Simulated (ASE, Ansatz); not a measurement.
# Settings and their price: random fluorite-type alloy of CaF2 and CdF2 (96 atoms)

The cell holds 96 atoms: 24 Ca, 64 F and 8 Cd. Cell: a = 10.889 Å, b = 10.889 Å, c = 10.889 Å, α = 90.0°, β = 90.0°, γ = 90.0°. It derives from CaF2 and CdF2 (fluorite-type), repeated 2×2×2. Fluorite-type CaF2, 2 x 2 x 2 conventional cells, 8 of 32 Ca sites given to Cd at random (x = 0.250), lattice by Vegard's rule (a = 5.445 Å); every coordinate displaced by a Gaussian of 0.09 Å.

Geometry: as built.

Reference run: Kohn-Sham DFT, PBE, PAW (set soft_2), plane waves (Ansatz 0.2.0), cutoff 420 eV, Γ point, gaussian smearing of 0.05 eV.

* r.m.s. force component: 0.7893 eV/Å
* pressure: 5.697 GPa
* gap (highest filled to lowest empty level): 4.24 eV
* SCF cycles: 8
* time: 13 s on 8 threads of Arm Neoverse V2, shared host

**Question.** The same geometry is run again with each of these changes. How far do the results move, and how long does each run take?
- support functions low
- support functions medium
- basis.ecutrho_ratio = 6 and scf.algorithm = "density_mixing"

Each row is set against the plane-wave reference (Kohn-Sham DFT, PBE, PAW (set soft_2), plane waves; r.m.s. force component 0.789 eV/Å). Energies are set beside the reference only for runs with its functional, potentials and electron count. Times are for 8 threads of Arm Neoverse V2, shared host. The reference's time includes the DOS, the stress and grids, which some other runs skip.

```csv
run,"Δ force, r.m.s. (meV/Å)",share of r.m.s. force (%),Δ energy (meV/atom),Δ pressure (GPa),Δ gap (eV),cycles,time,host memory (GiB)
reference,-,-,-,-,-,8,13 s,2.0
support functions low,0.605,0.0766,-5.38,-,3.0e-4,12,82 s,5.5
support functions medium,0.581,0.0736,-5.38,-,-3.0e-4,13,91 s,5.5
basis.ecutrho_ratio = 6 and scf.algorithm = "density_mixing",0.009,0.0011,-0.0018,0,0,8,12 s,2.3
```

Among numerical settings the force difference runs from 0.009 meV/Å (basis.ecutrho_ratio = 6 and scf.algorithm = "density_mixing") to 0.60 meV/Å (support functions low). At 96 atoms the fastest of the runs at a preset level, support functions low, takes roughly 6.2 times the time of plane waves (whose run also made extra analyses), in 12 SCF cycles against 8. Differences between support functions and plane waves include what basis error the plane-wave run still has. 

[Long decimals in the printed logs are rounded to 6 places.]

[Logs are printed without paths, hosts, clocks, repeated set-up lines and the standing remarks that a program may print on its own settings, such as how far it seeks lower states.]

[Hosts, paths, dates, database ids (printed as entryN), source tags and the programs' standing remarks are cut or masked in the printed files.]
